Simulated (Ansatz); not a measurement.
# TlAg3Au2: relaxing a made-up structure

Starting from a made-up structure for TlAg3Au2, the aim is the relaxed cell, its shortest contacts and, where a second run follows, its electronic structure.

Calculated with Ansatz 0.2.0; DFT, PBE, plane-wave PAW, files of the set soft_1, scalar-relativistic, no spin, cell and ions relaxed at zero pressure; PAW set soft_1, in the first sound run; inputs show where later runs differ.

### 1. The structure

The structure is hexagonal, space group P6/mmm (No. 191). The conventional cell has a = 5.206 Å, b = 5.206 Å, c = 4.171 Å, α = 90.00°, β = 90.00°, γ = 120.00°. Nearest to Tl lie 6 Au at 3.01 Å and 12 Ag at 3.34 Å. Nearest to Au lie 6 Ag at 2.57 Å and 3 Au at 3.01 Å and 3 Tl at 3.01 Å. Ag has 4 Au at 2.57 Å and 4 Ag at 2.60 Å and 4 Tl at 3.34 Å nearest. Farther neighbours are not listed.

### 2. Relaxing cell and atoms

The guess takes its coordinates from another compound and its volume from a rule, so the cell and any free coordinates are relaxed together.

The input, input.yaml:

```yaml
crystal:
  lattice:
    - [5.206, 0.0, 0.0]
    - [-2.603, 4.508528252, 0.0]
    - [0.0, 0.0, 4.171]
  atoms:
    - { symbol: Tl, position: [0.0, 0.0, 0.0] }
    - { symbol: Au, position: [0.666666667, 0.333333333, 0.0] }
    - { symbol: Au, position: [0.333333333, 0.666666667, 0.0] }
    - { symbol: Ag, position: [0.0, 0.5, 0.5] }
    - { symbol: Ag, position: [0.5, 0.5, 0.5] }
    - { symbol: Ag, position: [0.5, 0.0, 0.5] }
kpoints:
  mp_grid: { grid: [6, 6, 7] }
scf:
  occupations: { method: fermi_dirac, width: 0.05 }
hamiltonian:
  xc: pbe
  pseudopotentials: { kind: paw, azcp: { folder: soft_1 } }
relax:
  f_tol: 0.015
  max_steps: 70
  cell: {}
output:
  forces: true
  stress: true
```

Started as:

```
> ansatz run input.yaml --threads 4 --pin off --max-ram 10240MiB --backend cpu --events-out ev --progress --plain --runs-dir out
```

Numbers of over 12 decimals in the logs are rounded to 6 here.

The program printed:

```text
Engine: ansatz 0.2.0, aarch64-unknown-linux-gnu
Pseudopotentials: kind: paw
Pseudopotential: Tl, paw, valence charge 13, recommended cutoff 420 eV (normal), soft_1/Tl.paw.azcp
Pseudopotential: Au, paw, valence charge 19, recommended cutoff 420 eV (normal), soft_1/Au.paw.azcp
Pseudopotential: Ag, paw, valence charge 19, recommended cutoff 420 eV (normal), soft_1/Ag.paw.azcp
Functional definition: PBE
  parameter kappa = 0.804
  parameter beta = 0.066725
  exchange = pbe_x(kappa = kappa, mu = beta*pi^2/3)
  correlation = pbe_c(beta = beta)
Crystal: 6 atoms, lattice volume = 97.899 Å³
Basis set: ecut = 420 eV, 1903 PW (Γ), exchange–correlation on 72×72×60 points (8 copies of the dense FFT grid, shifted against one another)
Bands: 65, of which v1, the nominal top of the filled ones, is band 54 counted from 1 (53 counted from 0)
Symmetry: 24 space group operations
Space group: P6/mmm (ITA 191), of the structure as read, at distance tolerance 4.6e-5 Å
k-points: 28 of 252
Non-local potential: Tl, projectors of the file, l = 0: 2, l = 1: 2, l = 2: 2, l = 3: 1
Non-local potential: Au, projectors of the file, l = 0: 3, l = 1: 2, l = 2: 2, l = 3: 1
Non-local potential: Ag, projectors of the file, l = 0: 3, l = 1: 2, l = 2: 2, l = 3: 1
PAW form: soft (Blöchl's): semilocal exchange-correlation on the pseudo side does not see the compensation charge
PAW one-centre angular grid: Tl, 590 points (default); XC on 64 Gauss nodes
PAW one-centre angular grid: Au, 590 points (default); XC on 64 Gauss nodes
PAW one-centre angular grid: Ag, 590 points (default); XC on 64 Gauss nodes
Initial density: superposition of atomic densities (chi_scale 0.1, normalization cell, long waves kept (reshape's long-wave potential 0.00 eV rms))
Initial wavefunctions: pseudopotential atomic-orbital guess
Functional: x = pbe(κ = 0.804, μ = 0.219515), c = pbe(β = 0.066725)
SCF iter   1: F=—  HF=-60524.976995 eV  |F-HF|=—  |Δ(HF+E_count)|=         —  Δρ=1.54e-1  dr2=4.07e1  ethr=3.10e-3  ⟨swp⟩=6.7  Hψ=6201  notcnv=0  defer=13
preconditioner: auto → Kerker (q_TF=auto, 2.773 Å⁻¹)  [metal: Δε(μ)=0.051 eV  Ē_g=12.046 eV  σ=0.050 eV  W_gap=0.24  n_scr=26 (ndim 8)  ℏωp=30.9 eV  f_vac=0.005  D(μ)=3.95/eV (n_scr^D=26)]
SCF iter   2: F=—  HF=-60519.769081 eV  |F-HF|=—  |Δ(HF+E_count)|=    5.21e0  Δρ=7.89e-2  dr2=1.23e1  ethr=3.10e-3  ⟨swp⟩=2.8  Hψ=3523  notcnv=0  defer=81
SCF iter   3: F=—  HF=-60517.350987 eV  |F-HF|=—  |Δ(HF+E_count)|=    2.42e0  Δρ=1.97e-2  dr2=1.17e0  ethr=3.10e-3  ⟨swp⟩=3.0  Hψ=3131  notcnv=0  defer=79
SCF iter   4: F=—  HF=-60517.043867 eV  |F-HF|=—  |Δ(HF+E_count)|=   3.07e-1  Δρ=5.29e-3  dr2=6.38e-2  ethr=1.08e-3  ⟨swp⟩=2.9  Hψ=2416  notcnv=0  defer=83
SCF iter   5: F=—  HF=-60517.027129 eV  |F-HF|=—  |Δ(HF+E_count)|=   1.67e-2  Δρ=2.34e-3  dr2=7.77e-3  ethr=5.91e-5  ⟨swp⟩=2.0  Hψ=2620  notcnv=0  defer=83
SCF iter   6: F=—  HF=-60517.024952 eV  |F-HF|=—  |Δ(HF+E_count)|=   2.18e-3  Δρ=6.56e-4  dr2=1.25e-3  ethr=7.19e-6  ⟨swp⟩=2.1  Hψ=2798  notcnv=0  defer=83
SCF iter   7: F=—  HF=-60517.024664 eV  |F-HF|=—  |Δ(HF+E_count)|=   2.88e-4  Δρ=2.09e-4  dr2=6.49e-5  ethr=1.15e-6  ⟨swp⟩=2.0  Hψ=2341  notcnv=0  defer=83
SCF iter   8: F=—  HF=-60517.024672 eV  |F-HF|=—  |Δ(HF+E_count)|=   7.83e-6  Δρ=6.10e-5  dr2=5.90e-6  ethr=6.01e-8  ⟨swp⟩=2.1  Hψ=2747  notcnv=0  defer=83
SCF iter   9: F=—  HF=-60517.024673 eV  |F-HF|=—  |Δ(HF+E_count)|=   1.18e-6  Δρ=1.93e-5  dr2=4.84e-7  ethr=5.46e-9  ⟨swp⟩=2.0  Hψ=2637  notcnv=0  defer=83
SCF iter  10: F=-60517.024673 eV  HF=-60517.024673 eV  |F-HF|=3.00e-8  |Δ(HF+E_count)|=   1.15e-7  Δρ=5.54e-6  dr2=5.62e-8  ethr=9.26e-11  ⟨swp⟩=4.0  Hψ=5912  notcnv=0
SCF 1 converged in 10 iterations: F = -60517.024673 eV  dr2 = 5.62e-8
  greatest PAW one-centre occupation: 1.001 electrons in one spin orbital (limit 2), on the Ag atom at site 5 (counted from 0), in its partial waves of l = 0
relax step   1: F+E_penalty+E_count = -60517.02467338 eV  Δ(F+E_penalty+E_count) = +0.000e0 eV  max|allowed force component| = 9.252e-17 eV/Å  Δτ_max = 0.0000 Å  P = +45.724 GPa  Ω = 97.899 Å³  (10 SCF iters, dr2 threshold 1.00e-7 eV, accepted)
Crystal: 6 atoms, lattice volume = 110.326 Å³
Basis set: ecut = 420 eV, 2133 PW (Γ), exchange–correlation on 72×72×60 points (8 copies of the dense FFT grid, shifted against one another)
Initial density: handed on by an earlier stage of this run
Initial wavefunctions: those handed on with the density
iter 1 solved again at ethr=2.31e-4 eV; its pass at ethr=3.10e-3 eV (dr2=2.50e-1 eV) is discarded
SCF iter   1: F=—  HF=-60519.518276 eV  |F-HF|=—  |Δ(HF+E_count)|=         —  Δρ=1.09e-2  dr2=2.58e-1  ethr=2.31e-4  ⟨swp⟩=2.7  Hψ=7777  notcnv=0
preconditioner: auto → LDOS  [insulator: Δε(μ)=0.249 eV  Ē_g=11.248 eV  σ=0.050 eV  W_gap=0.55  n_scr=32 (ndim 8)  ℏωp=29.2 eV  f_vac=0.014  D(μ)=1.69/eV (n_scr^D=8)  ε∞_Penn≈7.7  β→1.0]
SCF iter   2: F=—  HF=-60519.486860 eV  |F-HF|=—  |Δ(HF+E_count)|=   3.14e-2  Δρ=1.10e-2  dr2=1.45e-1  ethr=2.31e-4  ⟨swp⟩=3.0  Hψ=3795  notcnv=0
SCF iter   3: F=—  HF=-60519.451092 eV  |F-HF|=—  |Δ(HF+E_count)|=   3.58e-2  Δρ=2.26e-3  dr2=7.16e-3  ethr=1.35e-4  ⟨swp⟩=2.0  Hψ=3688  notcnv=0  defer=86
SCF iter   4: F=—  HF=-60519.449196 eV  |F-HF|=—  |Δ(HF+E_count)|=   1.90e-3  Δρ=4.23e-4  dr2=2.18e-4  ethr=6.63e-6  ⟨swp⟩=2.0  Hψ=2510  notcnv=0  defer=86
SCF iter   5: F=—  HF=-60519.449136 eV  |F-HF|=—  |Δ(HF+E_count)|=   6.08e-5  Δρ=1.56e-4  dr2=2.25e-5  ethr=2.01e-7  ⟨swp⟩=2.1  Hψ=2647  notcnv=0  defer=86
SCF iter   6: F=—  HF=-60519.449136 eV  |F-HF|=—  |Δ(HF+E_count)|=   5.41e-7  Δρ=2.49e-5  dr2=6.38e-7  ethr=2.08e-8  ⟨swp⟩=2.0  Hψ=2529  notcnv=0  defer=86
SCF iter   7: F=-60519.449136 eV  HF=-60519.449136 eV  |F-HF|=2.22e-8  |Δ(HF+E_count)|=   2.73e-7  Δρ=6.80e-6  dr2=6.22e-8  ethr=5.56e-10  ⟨swp⟩=4.0  Hψ=5425  notcnv=0
SCF 2 converged in 7 iterations: F = -60519.449136 eV  dr2 = 6.22e-8
relax step   2: F+E_penalty+E_count = -60519.44913632 eV  Δ(F+E_penalty+E_count) = -2.424e0 eV  max|allowed force component| = 1.542e-17 eV/Å  Δτ_max = 0.0000 Å  P = +18.604 GPa  Ω = 110.326 Å³  energy of the carried Pulay correction = -8.907e-3 eV  (7 SCF iters, dr2 threshold 6.00e-7 eV, accepted)
Crystal: 6 atoms, lattice volume = 120.833 Å³
Basis set: ecut = 420 eV, 2355 PW (Γ), exchange–correlation on 72×72×60 points (8 copies of the dense FFT grid, shifted against one another)
iter 1 solved again at ethr=1.64e-4 eV; its pass at ethr=3.10e-3 eV (dr2=1.77e-1 eV) is discarded
SCF iter   1: F=—  HF=-60520.281987 eV  |F-HF|=—  |Δ(HF+E_count)|=         —  Δρ=8.85e-3  dr2=1.83e-1  ethr=1.64e-4  ⟨swp⟩=2.2  Hψ=7594  notcnv=0
preconditioner: auto → LDOS  [metal: Δε(μ)=0.030 eV  Ē_g=10.593 eV  σ=0.050 eV  W_gap=0.15  n_scr=44 (ndim 8)  ℏωp=27.9 eV  f_vac=0.023  D(μ)=1.49/eV (n_scr^D=8)  β→1.0]
SCF iter   2: F=—  HF=-60520.270101 eV  |F-HF|=—  |Δ(HF+E_count)|=   1.19e-2  Δρ=1.02e-2  dr2=1.38e-1  ethr=1.64e-4  ⟨swp⟩=3.0  Hψ=3814  notcnv=0
SCF iter   3: F=—  HF=-60520.233643 eV  |F-HF|=—  |Δ(HF+E_count)|=   3.65e-2  Δρ=1.01e-3  dr2=1.66e-3  ethr=1.28e-4  ⟨swp⟩=2.0  Hψ=3118  notcnv=0  defer=84
SCF iter   4: F=—  HF=-60520.233257 eV  |F-HF|=—  |Δ(HF+E_count)|=   3.87e-4  Δρ=3.53e-4  dr2=1.24e-4  ethr=1.54e-6  ⟨swp⟩=2.0  Hψ=2538  notcnv=0  defer=84
SCF iter   5: F=—  HF=-60520.233132 eV  |F-HF|=—  |Δ(HF+E_count)|=   1.25e-4  Δρ=9.74e-5  dr2=8.35e-6  ethr=1.15e-7  ⟨swp⟩=2.0  Hψ=2924  notcnv=0  defer=84
SCF iter   6: F=-60520.233134 eV  HF=-60520.233134 eV  |F-HF|=1.55e-7  |Δ(HF+E_count)|=   2.48e-6  Δρ=1.77e-5  dr2=3.35e-7  ethr=5.56e-10  ⟨swp⟩=3.0  Hψ=6275  notcnv=0
SCF 3 converged in 6 iterations: F = -60520.233134 eV  dr2 = 3.35e-7
relax step   3: F+E_penalty+E_count = -60520.23313433 eV  Δ(F+E_penalty+E_count) = -7.840e-1 eV  max|allowed force component| = 8.095e-18 eV/Å  Δτ_max = 0.0000 Å  P = +6.173 GPa  Ω = 120.833 Å³  energy of the carried Pulay correction = -1.529e-2 eV  (6 SCF iters, dr2 threshold 6.00e-7 eV, accepted)
Crystal: 6 atoms, lattice volume = 126.808 Å³
Basis set: ecut = 420 eV, 2439 PW (Γ), exchange–correlation on 72×72×60 points (8 copies of the dense FFT grid, shifted against one another)
iter 1 solved again at ethr=5.24e-5 eV; its pass at ethr=3.10e-3 eV (dr2=5.66e-2 eV) is discarded
SCF iter   1: F=—  HF=-60520.386955 eV  |F-HF|=—  |Δ(HF+E_count)|=         —  Δρ=4.84e-3  dr2=5.79e-2  ethr=5.24e-5  ⟨swp⟩=1.7  Hψ=7724  notcnv=0
preconditioner: auto → LDOS  [metal: Δε(μ)=0.041 eV  Ē_g=10.253 eV  σ=0.050 eV  W_gap=0.20  n_scr=44 (ndim 8)  ℏωp=27.2 eV  f_vac=0.026  D(μ)=1.45/eV (n_scr^D=8)  β→1.0]
SCF iter   2: F=—  HF=-60520.385215 eV  |F-HF|=—  |Δ(HF+E_count)|=   1.74e-3  Δρ=5.92e-3  dr2=5.07e-2  ethr=5.24e-5  ⟨swp⟩=2.4  Hψ=3522  notcnv=0
SCF iter   3: F=—  HF=-60520.371782 eV  |F-HF|=—  |Δ(HF+E_count)|=   1.34e-2  Δρ=3.30e-4  dr2=1.23e-4  ethr=4.70e-5  ⟨swp⟩=2.0  Hψ=3061  notcnv=0  defer=71
SCF iter   4: F=—  HF=-60520.371669 eV  |F-HF|=—  |Δ(HF+E_count)|=   1.13e-4  Δρ=2.03e-4  dr2=4.08e-5  ethr=1.14e-7  ⟨swp⟩=2.0  Hψ=3246  notcnv=0  defer=71
SCF iter   5: F=—  HF=-60520.371661 eV  |F-HF|=—  |Δ(HF+E_count)|=   7.62e-6  Δρ=5.27e-5  dr2=2.41e-6  ethr=3.78e-8  ⟨swp⟩=2.0  Hψ=2923  notcnv=0  defer=71
SCF iter   6: F=-60520.371662 eV  HF=-60520.371662 eV  |F-HF|=3.48e-8  |Δ(HF+E_count)|=   7.78e-7  Δρ=8.78e-6  dr2=6.56e-8  ethr=5.56e-10  ⟨swp⟩=4.0  Hψ=5707  notcnv=0
SCF 4 converged in 6 iterations: F = -60520.371662 eV  dr2 = 6.56e-8
relax step   4: F+E_penalty+E_count = -60520.37166229 eV  Δ(F+E_penalty+E_count) = -1.385e-1 eV  max|allowed force component| = 4.163e-17 eV/Å  Δτ_max = 0.0000 Å  P = +1.497 GPa  Ω = 126.808 Å³  energy of the carried Pulay correction = -1.855e-2 eV  (6 SCF iters, dr2 threshold 6.00e-7 eV, accepted)
Crystal: 6 atoms, lattice volume = 129.151 Å³
Basis set: ecut = 420 eV, 2559 PW (Γ), exchange–correlation on 72×72×60 points (8 copies of the dense FFT grid, shifted against one another)
iter 1 solved again at ethr=7.71e-6 eV; its pass at ethr=3.10e-3 eV (dr2=8.33e-3 eV) is discarded
SCF iter   1: F=—  HF=-60520.383700 eV  |F-HF|=—  |Δ(HF+E_count)|=         —  Δρ=1.87e-3  dr2=8.82e-3  ethr=7.71e-6  ⟨swp⟩=2.0  Hψ=8904  notcnv=0
preconditioner: auto → LDOS  [metal: Δε(μ)=0.033 eV  Ē_g=10.114 eV  σ=0.050 eV  W_gap=0.16  n_scr=44 (ndim 8)  ℏωp=26.9 eV  f_vac=0.027  D(μ)=1.45/eV (n_scr^D=8)  β→1.0]
SCF iter   2: F=—  HF=-60520.383451 eV  |F-HF|=—  |Δ(HF+E_count)|=   2.48e-4  Δρ=2.27e-3  dr2=7.66e-3  ethr=7.71e-6  ⟨swp⟩=2.0  Hψ=3350  notcnv=0
SCF iter   3: F=—  HF=-60520.381434 eV  |F-HF|=—  |Δ(HF+E_count)|=   2.02e-3  Δρ=1.27e-4  dr2=1.85e-5  ethr=7.09e-6  ⟨swp⟩=2.1  Hψ=2617  notcnv=0
SCF iter   4: F=—  HF=-60520.381331 eV  |F-HF|=—  |Δ(HF+E_count)|=   1.03e-4  Δρ=8.36e-5  dr2=7.22e-6  ethr=1.71e-8  ⟨swp⟩=2.0  Hψ=3345  notcnv=0
SCF iter   5: F=-60520.381330 eV  HF=-60520.381330 eV  |F-HF|=2.79e-8  |Δ(HF+E_count)|=   1.49e-6  Δρ=1.98e-5  dr2=3.26e-7  ethr=5.56e-10  ⟨swp⟩=2.3  Hψ=6440  notcnv=0
SCF 5 converged in 5 iterations: F = -60520.381330 eV  dr2 = 3.26e-7
relax step   5: F+E_penalty+E_count = -60520.38132956 eV  Δ(F+E_penalty+E_count) = -9.667e-3 eV  max|allowed force component| = 1.388e-17 eV/Å  Δτ_max = 0.0000 Å  P = -0.003 GPa  Ω = 129.151 Å³  energy of the carried Pulay correction = -1.976e-2 eV  (5 SCF iters, dr2 threshold 6.00e-7 eV, accepted)
Basis set: ecut = 420 eV, 2559 PW (Γ), exchange–correlation on 80×80×64 points (8 copies of the dense FFT grid, shifted against one another)
Initial wavefunctions: pseudopotential atomic-orbital guess (no wavefunctions were taken with the density)
iter 1 solved again at ethr=4.84e-7 eV; its pass at ethr=3.10e-3 eV (dr2=5.22e-4 eV) is discarded
SCF iter   1: F=—  HF=-60520.336605 eV  |F-HF|=—  |Δ(HF+E_count)|=         —  Δρ=3.40e-3  dr2=4.80e-4  ethr=4.84e-7  ⟨swp⟩=3.0  Hψ=10464  notcnv=0
preconditioner: auto → LDOS  [metal: Δε(μ)=0.045 eV  Ē_g=10.107 eV  σ=0.050 eV  W_gap=0.21  n_scr=44 (ndim 8)  ℏωp=26.9 eV  f_vac=0.029  D(μ)=1.45/eV (n_scr^D=8)  β→1.0]
SCF iter   2: F=—  HF=-60520.400163 eV  |F-HF|=—  |Δ(HF+E_count)|=   6.36e-2  Δρ=5.31e-4  dr2=4.00e-4  ethr=4.44e-7  ⟨swp⟩=2.0  Hψ=2913  notcnv=0
SCF iter   3: F=—  HF=-60520.399963 eV  |F-HF|=—  |Δ(HF+E_count)|=   2.00e-4  Δρ=2.89e-4  dr2=6.05e-5  ethr=3.70e-7  ⟨swp⟩=2.1  Hψ=3005  notcnv=0
SCF iter   4: F=—  HF=-60520.400070 eV  |F-HF|=—  |Δ(HF+E_count)|=   1.06e-4  Δρ=4.62e-5  dr2=1.33e-6  ethr=5.60e-8  ⟨swp⟩=2.0  Hψ=2951  notcnv=0
SCF iter   5: F=—  HF=-60520.400079 eV  |F-HF|=—  |Δ(HF+E_count)|=   8.93e-6  Δρ=2.18e-5  dr2=6.86e-7  ethr=1.23e-9  ⟨swp⟩=2.0  Hψ=3060  notcnv=0
SCF iter   6: F=—  HF=-60520.400079 eV  |F-HF|=—  |Δ(HF+E_count)|=   1.15e-7  Δρ=3.64e-6  dr2=2.00e-8  ethr=6.35e-10  ⟨swp⟩=2.0  Hψ=2768  notcnv=0
SCF iter   7: F=—  HF=-60520.400079 eV  |F-HF|=—  |Δ(HF+E_count)|=   2.60e-8  Δρ=9.32e-7  dr2=1.42e-9  ethr=1.86e-11  ⟨swp⟩=2.0  Hψ=2774  notcnv=0
SCF iter   8: F=—  HF=-60520.400079 eV  |F-HF|=—  |Δ(HF+E_count)|=  6.48e-10  Δρ=2.51e-7  dr2=7.53e-11  ethr=1.31e-12  ⟨swp⟩=2.0  Hψ=2777  notcnv=0
SCF iter   9: F=-60520.400079 eV  HF=-60520.400079 eV  |F-HF|=0.00e0  |Δ(HF+E_count)|=  8.73e-11  Δρ=4.98e-8  dr2=2.40e-12  ethr=1.00e-12  ⟨swp⟩=4.0  Hψ=5380  notcnv=0
SCF 6 converged in 9 iterations: F = -60520.400079 eV  dr2 = 2.40e-12
  greatest PAW one-centre occupation: 1.001 electrons in one spin orbital (limit 2), on the Ag atom at site 4 (counted from 0), in its partial waves of l = 0
relax step   6: F+E_penalty+E_count = -60520.40007877 eV  Δ(F+E_penalty+E_count) = -1.875e-2 eV  max|allowed force component| = 1.388e-17 eV/Å  Δτ_max = 0.0000 Å  P = +0.223 GPa  Ω = 129.151 Å³  stress off target by 3.12e-1 GPa  SCF on the basis re-selected at this cell (its energy is not comparable with the rows above)  (9 SCF iters)
basis re-selected at this cell: Δ(F+E_penalty+E_count) = -1.875e-2 eV, ΔP = +0.226 GPa vs the last step (what re-selecting the basis moved, of the pressure what is left beyond the Pulay correction that the steps carried, after the strain that the cell walked since its last selection, with what the two solves' SCF thresholds leave and, on support functions, any second-order correction that the steps lacked; it is no measure of the basis error at this ecutwfc). The dense FFT grid was sized anew with the basis: this SCF ran on 40×40×32 points, the steps before it on 36×36×30, so part of this shift can come from that change (see relax.cell in the input reference). [rest of the remark cut]
Crystal: 6 atoms, lattice volume = 129.510 Å³
iter 1 solved again at ethr=1.27e-7 eV; its pass at ethr=3.10e-3 eV (dr2=1.37e-4 eV) is discarded
SCF iter   1: F=—  HF=-60520.400295 eV  |F-HF|=—  |Δ(HF+E_count)|=         —  Δρ=2.85e-4  dr2=2.04e-4  ethr=1.27e-7  ⟨swp⟩=2.0  Hψ=7011  notcnv=0
preconditioner: auto → LDOS  [metal: Δε(μ)=0.043 eV  Ē_g=10.085 eV  σ=0.050 eV  W_gap=0.20  n_scr=44 (ndim 8)  ℏωp=26.9 eV  f_vac=0.029  D(μ)=1.45/eV (n_scr^D=8)  β→1.0]
SCF iter   2: F=—  HF=-60520.400294 eV  |F-HF|=—  |Δ(HF+E_count)|=   1.62e-6  Δρ=3.58e-4  dr2=1.85e-4  ethr=1.27e-7  ⟨swp⟩=2.0  Hψ=3196  notcnv=0
SCF iter   3: F=—  HF=-60520.400244 eV  |F-HF|=—  |Δ(HF+E_count)|=   4.99e-5  Δρ=2.69e-5  dr2=7.12e-7  ethr=1.27e-7  ⟨swp⟩=2.1  Hψ=3142  notcnv=0
SCF iter   4: F=-60520.400244 eV  HF=-60520.400244 eV  |F-HF|=1.80e-7  |Δ(HF+E_count)|=   3.35e-8  Δρ=1.39e-5  dr2=2.11e-7  ethr=2.25e-10  ⟨swp⟩=4.0  Hψ=5768  notcnv=0
SCF 7 converged in 4 iterations: F = -60520.400244 eV  dr2 = 2.11e-7
relax step   7: F+E_penalty+E_count = -60520.40024353 eV  Δ(F+E_penalty+E_count) = -1.648e-4 eV  max|allowed force component| = 9.252e-18 eV/Å  Δτ_max = 0.0000 Å  P = +0.019 GPa  Ω = 129.510 Å³  energy of the carried Pulay correction = -1.278e-4 eV  (4 SCF iters, dr2 threshold 2.43e-7 eV, accepted)
iter 1 solved again at ethr=1.36e-8 eV; its pass at ethr=3.10e-3 eV (dr2=1.47e-5 eV) is discarded
SCF iter   1: F=—  HF=-60520.400311 eV  |F-HF|=—  |Δ(HF+E_count)|=         —  Δρ=5.00e-5  dr2=2.96e-7  ethr=1.36e-8  ⟨swp⟩=3.9  Hψ=10828  notcnv=0
preconditioner: auto → LDOS  [metal: Δε(μ)=0.045 eV  Ē_g=10.083 eV  σ=0.050 eV  W_gap=0.22  n_scr=44 (ndim 8)  ℏωp=26.9 eV  f_vac=0.029  D(μ)=1.45/eV (n_scr^D=8)  β→1.0]
SCF iter   2: F=—  HF=-60520.400347 eV  |F-HF|=—  |Δ(HF+E_count)|=   3.63e-5  Δρ=2.12e-5  dr2=5.08e-7  ethr=2.74e-10  ⟨swp⟩=2.0  Hψ=3276  notcnv=0
SCF iter   3: F=—  HF=-60520.400347 eV  |F-HF|=—  |Δ(HF+E_count)|=   1.39e-7  Δρ=3.09e-6  dr2=1.02e-8  ethr=2.74e-10  ⟨swp⟩=2.0  Hψ=3270  notcnv=0
SCF iter   4: F=—  HF=-60520.400347 eV  |F-HF|=—  |Δ(HF+E_count)|=   2.65e-9  Δρ=6.45e-7  dr2=6.52e-10  ethr=9.48e-12  ⟨swp⟩=2.1  Hψ=2943  notcnv=0
SCF iter   5: F=-60520.400347 eV  HF=-60520.400347 eV  |F-HF|=4.37e-11  |Δ(HF+E_count)|=  2.18e-10  Δρ=1.04e-7  dr2=4.83e-12  ethr=1.00e-12  ⟨swp⟩=3.0  Hψ=7203  notcnv=0
SCF 8 converged in 5 iterations: F = -60520.400347 eV  dr2 = 4.83e-12
relax step   8: F+E_penalty+E_count = -60520.40034704 eV  Δ(F+E_penalty+E_count) = -1.035e-4 eV  max|allowed force component| = 1.388e-17 eV/Å  Δτ_max = 0.0000 Å  P = +0.019 GPa  Ω = 129.510 Å³  stress off target by 4.28e-2 GPa  SCF on the basis re-selected at this cell (its energy is not comparable with the rows above)  (5 SCF iters)
basis re-selected at this cell: Δ(F+E_penalty+E_count) = -1.035e-4 eV, ΔP = -0.000 GPa vs the last step (what re-selecting the basis moved, of the pressure what is left beyond the Pulay correction that the steps carried, after the strain that the cell walked since its last selection, with what the two solves' SCF thresholds leave and, on support functions, any second-order correction that the steps lacked; it is no m [...]
SCF converged after 5 iterations
Free energy (F): -60520.400347 eV
Harris-Foulkes:  -60520.400347 eV  (|F-HF|=4.37e-11)
Internal energy: -60520.387980 eV  (E = F + TS)
E sigma→0 (E₀):  -60520.394164 eV
Entropy (-TS):   -0.012367 eV (-2.061 meV/atom)
Fermi energy:    14.095482 eV
--- Per-component energies (eV) ---
  E_band       = -1479.985514
  E_kinetic    = 2824.273082
  E_local      = -13592.087210  (includes V_loc(G=0)·N_el)
  E_nonlocal   = 606.076092
  E_hartree    = 6232.322055
  E_xc         = -1091.972359
  E_vxc        = -1247.578722  (∫ρ·V_xc dr)
  E_paw        = -41515.818864  (= ΣΔE_a)
  E_vpaw       = -2535.317176  (= ΣTr[D̂ρ^β])
  E_aug_tail   = 0.004262  (compensation charges beyond the density's cutoff)
  E_ewald      = -13983.185038
  E_smearing   = -0.012367  (= −TS)
  E_closure    = 0.000000  (closes the sum)
  Σ components = -60520.400347   (vs F -60520.400347, Δ=0.00e0)
--- Forces (eV/Å), atoms counted from 1 ---
  atom   1  Tl     0.00000000    -0.00000000     0.00000000
  atom   2  Au     0.00000000     0.00000000     0.00000000
  atom   3  Au     0.00000000    -0.00000000    -0.00000000
  atom   4  Ag     0.00000000     0.00000000     0.00000000
  atom   5  Ag    -0.00000000     0.00000000     0.00000000
  atom   6  Ag     0.00000000     0.00000000     0.00000000
  max |Σ_I F_I| component: 4.63e-18 eV/Å
--- Stress (GPa, compression-positive) ---
        0.006530       0.000000       0.000000
        0.000000       0.006530       0.000000
        0.000000       0.000000       0.042757
  P = ⅓ Tr σ = 0.0186 GPa (0.186 kbar)
--- Relaxed structure (6 steps of the walk, 6 accepted, 2 SCFs on fresh bases) ---
  F+E_penalty+E_count = -60520.40034704 eV   max|allowed force component| = 1.388e-17 eV/Å   (the final SCF, on the basis selected at the relaxed cell)
  cell:  # Å, volume = 129.5102 Å³
    - [5.669159, 0, 0.0]
    - [-2.834580, 4.909636, 0.0]
    - [0.0, 0.0, 4.653030]
  atoms:
    - { symbol: Tl, position: [0, 0, 0.0] }
    - { symbol: Au, position: [0.666667, 0.333333, 0.0] }
    - { symbol: Au, position: [0.333333, 0.666667, 0.0] }
    - { symbol: Ag, position: [-2.7755575615628914e-17, 0.500000, 0.5] }
    - { symbol: Ag, position: [0.5, 0.500000, 0.5] }
    - { symbol: Ag, position: [0.5, 0, 0.5] }
```

Wall time 24 s (4 threads of Arm Neoverse V1, shared host); peak memory 0.62 GiB; 91 s of CPU time.

(Part 1 of 2 ends here.)

[Logs are printed without paths, hosts, clocks, repeated set-up lines and the standing remarks that a program may print on its own settings, such as how far it seeks lower states.]

[Hosts, paths, dates, database ids (printed as entryN), source tags and the programs' standing remarks are cut or masked in the printed files.]
